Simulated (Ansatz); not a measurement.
## CdC2 (built on the sites of a database entry of MgC2): following an unstable mode

Which phase does CdC2 (built on the sites of a database entry of MgC2) fall into along its unstable mode, and how much energy does it gain?

Program: Ansatz 0.2.0. Level of theory: DFT PBE, scalar-relativistic, plane waves, norm-conserving pseudopotentials. Results are calculated unless marked as measured.

This is a report of a sequence of runs, with most program output left out.

The structure was built from a prototype and need not be the compound's stable phase.

## Step 1: Starting point

Symmetry: P4_2/mnm, No. 136, tetragonal system. Conventional cell: a = 3.965 Å, b = 3.965 Å, c = 5.913 Å, α = 90.00°, β = 90.00°, γ = 90.00°. Cd has 2 C at 2.18 Å nearest. Nearest to C lie 1 C at 1.25 Å and 1 Cd at 2.18 Å. Farther neighbours are not listed.

## Step 2: Phonons on a q mesh

The cell comes from relaxations at this level that are not shown. Stability and thermal properties need the whole zone. Linear response on a 2×2×2 q mesh gives force constants as far as a supercell of that size would, and the tensors from the zone-centre run are typed in so that the long-range dipole term is interpolated apart.

File input.yaml:

```yaml
crystal:
  lattice:
    - [3.9651099776, 0.0, 0.0]
    - [0.0, 3.9651099776, 0.0]
    - [0.0, 0.0, 5.9125324408]
  atoms:
    - { symbol: Cd, position: [0.5, 0.5, 0.0] }
    - { symbol: Cd, position: [0.0, 0.0, 0.5] }
    - { symbol: C, position: [0.8884665355, 0.8884665355, 0.0] }
    - { symbol: C, position: [0.6115334645, 0.3884665355, 0.5] }
    - { symbol: C, position: [0.1115334645, 0.1115334645, 0.0] }
    - { symbol: C, position: [0.3884665355, 0.6115334645, 0.5] }
kpoints:
  mp_grid: { grid: [8, 8, 4] }
hamiltonian:
  xc: pbe
  pseudopotentials: { kind: nc }
scf:
  occupations: { method: fixed }
output:
  eigenvalues: true
phonons:
  method: dfpt
  qmesh: [2, 2, 2]
  temperatures: { t_max: 1000, t_step: 50 }
  qpath:
    path:
      - [[0.0, 0.0, 0.0], [0.0, 0.5, 0.0], [0.5, 0.5, 0.0], [0.0, 0.0, 0.0], [0.0, 0.0, 0.5], [0.0, 0.5, 0.5], [0.5, 0.5, 0.5], [0.0, 0.0, 0.5]]
      - [[0.0, 0.5, 0.0], [0.0, 0.5, 0.5]]
      - [[0.5, 0.5, 0.0], [0.5, 0.5, 0.5]]
    npoints: 10
  non_analytic_term:
    high_frequency_dielectric_tensor: [[5.1272, 0.0, 0.0], [0.0, 5.1272, 0.0], [0.0, 0.0, 4.2171]]
    born_effective_charges:
      - { species: Cd, tensor: [[2.3804, -0.2215, 0.0], [-0.2215, 2.3804, 0.0], [0.0, 0.0, 2.3428]] }
      - { species: Cd, tensor: [[2.3804, 0.2215, 0.0], [0.2215, 2.3804, 0.0], [0.0, 0.0, 2.3428]] }
      - { species: C, tensor: [[-1.1902, 0.1581, 0.0], [0.1581, -1.1902, 0.0], [0.0, 0.0, -1.1714]] }
      - { species: C, tensor: [[-1.1902, -0.1581, 0.0], [-0.1581, -1.1902, 0.0], [0.0, 0.0, -1.1714]] }
      - { species: C, tensor: [[-1.1902, 0.1581, 0.0], [0.1581, -1.1902, 0.0], [0.0, 0.0, -1.1714]] }
      - { species: C, tensor: [[-1.1902, -0.1581, 0.0], [-0.1581, -1.1902, 0.0], [0.0, 0.0, -1.1714]] }
    source: "zone-centre run at this cell"
```

The run is started by

```bash
> ansatz run input.yaml --threads 8 --pin off --max-ram 14336MiB --backend cpu --events-out ev --progress --plain --runs-dir out
```

The job ended after 3.1 min (8 threads of Intel Xeon 6975P-C (Granite Rapids), shared host; peak memory 3.2 GiB).

Numbers from this step:

| Item | Value |
| --- | --- |
| gap on the k-mesh | 3.096 eV |
| volume per atom | 15.49 Å³ |
| sum-rule residual before enforcement | 5.96e-5 eV/Å² |
| lowest frequency on the path | -82.70 cm⁻¹ |
| point group | 4/mmm |
| highest frequency on the path or at a solved wavevector | 1950 cm⁻¹ |
| highest optical mode at the zone centre (no LO-TO term) | 1948 cm⁻¹ |
| lowest optical zone-centre mode | -79.6 cm⁻¹ |
| lowest mode on the q mesh (acoustic modes at Γ apart) | -82.7 cm⁻¹ |

Frequencies (cm⁻¹) solved at each irreducible wavevector; negative means imaginary. Frequencies by wavevector, by row:

| q in reciprocal lattice units | star | mode 1 | mode 2 | mode 3 | mode 4 | mode 16 | mode 17 | mode 18 |
| --- | --- | --- | --- | --- | --- | --- | --- | --- |
| 0 0 0 | 1 | -79.6 | -79.6 | -64.1 | 0 | 453.5 | 1947 | 1948 |
| 0 0 -0.5 | 1 | -82.7 | -82.7 | 31.8 | 31.8 | 454.1 | 1948 | 1948 |
| 0 -0.5 0 | 2 | -12.6 | -12.6 | 61.7 | 61.7 | 418.6 | 1949 | 1949 |
| 0 -0.5 -0.5 | 2 | 21.3 | 21.3 | 71.2 | 71.2 | 418.4 | 1949 | 1949 |
| -0.5 -0.5 0 | 1 | -22.5 | -22.5 | 43.8 | 43.8 | 473.9 | 1945 | 1945 |
| -0.5 -0.5 -0.5 | 1 | 47.1 | 47.1 | 54.5 | 54.5 | 474.2 | 1945 | 1945 |

Interpolated from a 2×2×2 q mesh, rough between the solved points, with the LO-TO term (at Γ the limit along the path; where Γ stands inside the path, tables give the limit on arrival). Phonon branches along the path, in cm⁻¹:

| point | branch 1 | branch 2 | branch 3 | branch 4 | branch 15 | branch 16 | branch 17 | branch 18 |
| --- | --- | --- | --- | --- | --- | --- | --- | --- |
| Γ | -80 | -64 | 0 | 0 | 454 | 481 | 1947 | 1948 |
| halfway | -38 | 32 | 35 | 47 | 436 | 456 | 1948 | 1948 |
| X | -13 | -13 | 62 | 62 | 419 | 419 | 1949 | 1949 |
| halfway | -19 | -19 | 54 | 54 | 446 | 446 | 1947 | 1947 |
| M | -22 | -22 | 44 | 44 | 474 | 474 | 1945 | 1945 |
| halfway | -34 | 26 | 28 | 53 | 416 | 464 | 1945 | 1950 |
| Γ | -80 | -64 | 0 | 0 | 454 | 481 | 1947 | 1948 |
| halfway | -81 | -81 | 18 | 18 | 454 | 454 | 1947 | 1948 |
| Z | -83 | -83 | 32 | 32 | 454 | 454 | 1948 | 1948 |
| halfway | -27 | -27 | 54 | 54 | 442 | 442 | 1948 | 1948 |
| R | 21 | 21 | 71 | 71 | 418 | 418 | 1949 | 1949 |
| halfway | 32 | 32 | 64 | 64 | 446 | 446 | 1947 | 1947 |
| A | 47 | 47 | 54 | 54 | 474 | 474 | 1945 | 1945 |
| halfway | -23 | 38 | 50 | 53 | 415 | 463 | 1945 | 1950 |
| Z | -83 | -83 | 32 | 32 | 454 | 454 | 1948 | 1948 |
| jump to X | -13 | -13 | 62 | 62 | 419 | 419 | 1949 | 1949 |
| halfway | 14 | 14 | 67 | 67 | 418 | 418 | 1949 | 1949 |
| R | 21 | 21 | 71 | 71 | 418 | 418 | 1949 | 1949 |
| jump to M | -22 | -22 | 44 | 44 | 474 | 474 | 1945 | 1945 |
| halfway | 36 | 36 | 46 | 46 | 474 | 474 | 1945 | 1945 |
| A | 47 | 47 | 54 | 54 | 474 | 474 | 1945 | 1945 |

Symmetry leaves 6 wavevectors to solve. The lowest mode among them, the acoustic zeros apart, lies at q = (0, 0, -0.5) and is imaginary, 82.7i cm⁻¹, so the energy falls along it.

## Step 3: The mode frozen in, largest atomic shift 0 Å

The mode followed lies at Γ with frequency 64.1i cm⁻¹, one of the unstable modes though not the softest. At small amplitude the distorted cell has space group no. 102 by a symmetry search on the positions. The undistorted cell that holds it gives the zero of energy on the same k mesh.

input.yaml, the sections that differ from step 2:

```yaml
scf:
  occupations: { method: gaussian, width: 0.02 }
output:
  forces: true
  stress: true
  eigenvalues: true
# crystal, kpoints, hamiltonian: as in step 2
# phonons: removed
```

It took 2 s on 8 threads; peak memory 1 GiB; 15 s of CPU time.

Numbers from this step:

```yaml
pressure: 2.50e-4 GPa
energy_from_the_undistorted_cell: 0 meV/atom
```

At this level the gap is 3.10 eV on the k-mesh of the self-consistent run, which can miss the band edges.

## Step 4: The mode frozen in, largest atomic shift 0.32 Å

The atoms are moved along the unstable eigenvector, the largest shift by 0.32 Å, with the cell fixed.

input.yaml, the sections that differ from step 3:

```yaml
crystal:
  lattice:
    - [3.9651099776, 0.0, 0.0]
    - [0.0, 3.9651099776, 0.0]
    - [0.0, 0.0, 5.9125324408]
  atoms:
    - { symbol: Cd, position: [0.5, 0.5, -0.011565521] }
    - { symbol: Cd, position: [0.0, 0.0, 0.488434479] }
    - { symbol: C, position: [0.8884665355, 0.8884665355, 0.0541223246] }
    - { symbol: C, position: [0.6115334645, 0.3884665355, 0.5541223246] }
    - { symbol: C, position: [0.1115334645, 0.1115334645, 0.0541223246] }
    - { symbol: C, position: [0.3884665355, 0.6115334645, 0.5541223246] }
# kpoints, hamiltonian, scf, output: as in step 3
```

It took 2.9 s on 8 threads; peak memory 0.98 GiB.

This step gave:

| Item | Value |
| --- | --- |
| pressure | -0.1212 GPa |
| gap on the k-mesh | 3.314 eV |
| energy from the undistorted cell | -2.564 meV/atom |

The energy, extrapolated to zero smearing, is -2.56 meV/atom against the undistorted cell.

The run ends at a pressure of -0.12 GPa, with forces up to 0.34 eV/Å.

## Step 5: Energy along the mode, all amplitudes (two of the runs are shown above)

An imaginary frequency means negative curvature, so the energy should fall and then rise again as anharmonic terms take over.

This step gave:

```yaml
depth_at_the_lowest_point_sampled: 2.564 meV/atom
largest_atomic_shift_at_that_point: 0.32 Å
```

Energy from the parent against largest atomic shift:

| largest atomic shift (Å) | energy from the parent (meV/atom) |
| --- | --- |
| 0.000 | 0 |
| 0.040 | -0.116 |
| 0.080 | -0.453 |
| 0.140 | -1.28 |
| 0.220 | -2.53 |
| 0.320 | -2.56 |
| 0.450 | 7.11 |

Displacement at unit largest shift by atom:

| atom | x (Å) | y (Å) | z (Å) | size |
| --- | --- | --- | --- | --- |
| Cd1 | 0.00 | 0.00 | -0.21 | 0.21 |
| Cd2 | 0.00 | 0.00 | -0.21 | 0.21 |
| C3 | 0.00 | 0.00 | 1.00 | 1.00 |
| C4 | 0.00 | 0.00 | 1.00 | 1.00 |
| C5 | 0.00 | 0.00 | 1.00 | 1.00 |
| C6 | 0.00 | 0.00 | 1.00 | 1.00 |

The lowest of the steps tried is at 0.32 Å, 2.56 meV/atom below the parent; the bottom of the well need not coincide with a step.

## Step 6: Relaxing from the distorted cell

Starting from the lowest point found, all atoms and the cell are let go, so that strain and other modes of the same symmetry can join in.

input.yaml: that of step 4 with these lines changed.

```diff
@@ -18,3 +18,3 @@
 scf:
-  occupations: { method: gaussian, width: 0.02 }
+  occupations: { method: fixed }
 output:
@@ -23 +23,10 @@
   eigenvalues: true
+  write_density: true
+  write_potential: true
+  elf: true
+  volumetric_format: npy
+relax:
+  adjacent_minimum: "off"
+  f_tol: 0.002
+  max_steps: 120
+  cell: { stress_tol: 0.03 }
```

Elapsed: 19 s, on 8 threads; peak memory 1.1 GiB; 2.5 min of CPU time.

Relaxation path:

| step | energy less that of the first step (eV) | largest force component (eV/Å) | pressure (GPa) | volume (Å³) |
| --- | --- | --- | --- | --- |
| 1 | 0.0000 | 0.2406 | -0.12 | 92.96 |
| 2 | -0.0044 | 0.0298 | 0.06 | 92.70 |
| 3 | -0.0048 | 0.0133 | -0.05 | 92.91 |
| 4 | -0.0049 | 0.0106 | -0.01 | 92.88 |
| 5 | -0.0050 | 0.0014 | -0.01 | 92.85 |
| 6* | -0.0050 | 0.0014 | -0.01 | 92.85 |

Relaxation steps marked * repeat the geometry before them on a plane-wave basis chosen anew for their cell, so energy and pressure can jump there.

The run keeps the 8 symmetry operations that it works with, so distortions that break them were not tested.

| conventional cell, symmetrised | before | after | change |
| --- | --- | --- | --- |
| a (Å) | 3.965 | 3.950 | -0.4 % |
| b (Å) | 3.965 | 3.950 | -0.4 % |
| c (Å) | 5.913 | 5.952 | +0.7 % |
| volume (Å³/atom) | 15.49 | 15.48 | -0.1 % |

The atoms that moved most (Å, as changes of fractional coordinates times the final cell):

| atom | dx | dy | dz | length |
| --- | --- | --- | --- | --- |
| Cd1 | 0.000 | 0.000 | 0.015 | 0.015 |
| Cd2 | 0.000 | 0.000 | 0.015 | 0.015 |
| C6 | -0.003 | 0.003 | -0.007 | 0.008 |
| C3 | -0.003 | -0.003 | -0.007 | 0.008 |
| C4 | 0.003 | -0.003 | -0.007 | 0.008 |
| C5 | 0.003 | 0.003 | -0.007 | 0.008 |

Numbers from this step:

```yaml
pressure: -0.01125 GPa
gap_on_the_k_mesh: 3.264 eV
volume_per_atom: 15.48 Å³
```

Valence density in the ab plane at fractional z = 0.053, with atoms of C within 0.2 Å of it. It is the smooth field of the valence electrons, not physical close to the nuclei.

Ten steps, logarithmic in the rise over the least value, from '_' (0 e/Å³) to '@' (13 e/Å³), each cell a mean:
```
**++==--..________::==++++**
++==--::..______..::==++==++
==--::..____....::::==++++++
--::..__..::----------======
..____..::==******==--::::::
______..==##%%@@%%**--::..__
______::==%%@@@@@@**--..____
____..::==##@@@@%%**--..____
..::::::--++##%%##==::______
----==------======::..__....
==++++==--::::::....__..::--
++++++++==::..______..::--==
**++++++--::________::--==++
****++==--..______..--==++**
```
Columns run along a (3.9 Å), rows up along b (3.9 Å). Atoms in or near the plane, at fractional coordinates: C at (0.89, 0.89), C at (0.11, 0.11).

ELF in the ab plane at fractional z = 0.053, with atoms of C within 0.2 Å of it. It is the smooth field of the valence electrons, not physical close to the nuclei.

Values, 14 rows by 14 columns, each cell a mean:
```
0.83 0.86 0.78 0.69 0.54 0.26 0.10 0.13 0.40 0.74 0.78 0.45 0.13 0.38
0.68 0.81 0.74 0.57 0.31 0.12 0.09 0.16 0.43 0.80 0.87 0.56 0.07 0.13
0.67 0.71 0.55 0.29 0.13 0.10 0.13 0.16 0.26 0.63 0.88 0.85 0.56 0.45
0.69 0.56 0.30 0.12 0.11 0.19 0.25 0.25 0.20 0.31 0.67 0.88 0.87 0.78
0.54 0.31 0.13 0.10 0.20 0.37 0.51 0.53 0.41 0.23 0.31 0.63 0.80 0.74
0.21 0.11 0.09 0.14 0.30 0.57 0.71 0.73 0.69 0.41 0.20 0.26 0.43 0.40
0.08 0.09 0.12 0.16 0.33 0.64 0.72 0.66 0.73 0.53 0.25 0.16 0.16 0.13
0.21 0.33 0.31 0.19 0.25 0.56 0.72 0.72 0.71 0.51 0.25 0.13 0.09 0.10
0.53 0.69 0.66 0.40 0.21 0.35 0.56 0.64 0.57 0.37 0.19 0.10 0.12 0.26
0.72 0.81 0.88 0.79 0.44 0.21 0.25 0.33 0.30 0.20 0.11 0.13 0.31 0.54
0.65 0.59 0.78 0.91 0.79 0.40 0.19 0.16 0.14 0.10 0.12 0.29 0.57 0.69
0.49 0.14 0.33 0.78 0.88 0.66 0.31 0.12 0.09 0.13 0.30 0.55 0.74 0.78
0.65 0.20 0.14 0.59 0.81 0.69 0.33 0.09 0.11 0.31 0.56 0.71 0.81 0.86
0.84 0.65 0.49 0.65 0.72 0.53 0.21 0.08 0.21 0.54 0.69 0.67 0.68 0.83
```
Columns run along a (3.9 Å), rows up along b (3.9 Å). Atoms in or near the plane, at fractional coordinates: C at (0.89, 0.89), C at (0.11, 0.11).

Electrostatic potential energy in the ab plane at fractional z = 0.053, with atoms of C within 0.2 Å of it. With pseudopotentials it is smooth inside the atoms' cores, unlike the true potential.

Values in eV, 14 rows by 14 columns, each cell a mean:
```
-25  -6   0   5   9  11  11  11  11   8  -5 -41 -70 -61
-27   0   8   9  10  10  10  10  10   7  -7 -46 -83 -70
-10   5  10  10   9   8   7   6   7   7   0 -23 -46 -41
  4   9  10   9   7   3  -1  -3   0   4   5   0  -7  -5
  9  10  10   8   2  -9 -23 -31 -20  -4   4   7   7   8
 11  11   9   5  -4 -32 -69 -83 -61 -20   0   7  10  11
 12  11   9   5  -8 -50 -85 -88 -83 -31  -3   6  10  11
 11  11   9   5  -5 -38 -75 -85 -69 -23  -1   7  10  11
 10   9   8   6   0 -15 -38 -50 -32  -9   3   8  10  11
  4   0   1   4   5   0  -5  -8  -4   2   7   9  10   9
-14 -32 -29  -8   4   6   5   5   5   8   9  10   9   5
-40 -71 -66 -29   1   8   9   9   9  10  10  10   8   0
-43 -71 -71 -32   0   9  11  11  11  10   9   5   0  -6
-27 -43 -40 -14   4  10  11  12  11   9   4 -10 -27 -25
```
Columns run along a (3.9 Å; values clipped at the 3rd and 97th percentile), rows up along b (3.9 Å). Atoms in or near the plane, at fractional coordinates: C at (0.89, 0.89), C at (0.11, 0.11).

The distorted start has space group P4_2nm; the relaxation ends in P4_2nm.

## Step 7: The new phase in its own primitive cell

The relaxed structure is symmetrised, reduced to its primitive cell and relaxed tightly, as its phonons need.

File input.yaml:

```yaml
crystal:
  lattice:
    - [3.949782441, 0.0, 0.0]
    - [0.0, 3.949782441, 0.0]
    - [0.0, 0.0, 5.9518214026]
  atoms:
    - { symbol: Cd, position: [0.5, 0.5, 0.9908967232] }
    - { symbol: Cd, position: [0.0, 0.0, 0.4908967232] }
    - { symbol: C, position: [0.8877906901, 0.8877906901, 0.0528912025] }
    - { symbol: C, position: [0.6122093099, 0.3877906901, 0.5528912025] }
    - { symbol: C, position: [0.1122093099, 0.1122093099, 0.0528912025] }
    - { symbol: C, position: [0.3877906901, 0.6122093099, 0.5528912025] }
kpoints:
  mp_grid: { grid: [6, 6, 4] }
hamiltonian:
  xc: pbe
  pseudopotentials: { kind: nc }
scf:
  occupations: { method: fixed }
output:
  forces: true
  stress: true
  eigenvalues: true
relax:
  adjacent_minimum: "off"
  f_tol: 0.001
  max_steps: 60
  cell: { stress_tol: 0.01 }
```

Run time: 6.9 s. Hardware: 8 threads; peak memory 1 GiB.

Little changed from the start: no atom moved by 0.005 Å and no cell edge by 0.1 %.

This step gave:

| Quantity | Value |
| --- | --- |
| pressure | 0.001122 GPa |
| gap on the k-mesh | 3.374 eV |
| volume per atom | 15.47 Å³ |
| direct gap on mesh | 3.462 eV |

The largest force component left is 0.70 meV/Å and the pressure is 0.001 GPa, within the tolerances set. The cell now holds 15.47 Å³/atom.

(Part 1 of 2 ends here.)

[Logs are printed without paths, hosts, clocks, repeated set-up lines and the standing remarks that a program may print on its own settings, such as how far it seeks lower states.]

[Hosts, paths, dates, database ids (printed as entryN), source tags and the programs' standing remarks are cut or masked in the printed files.]
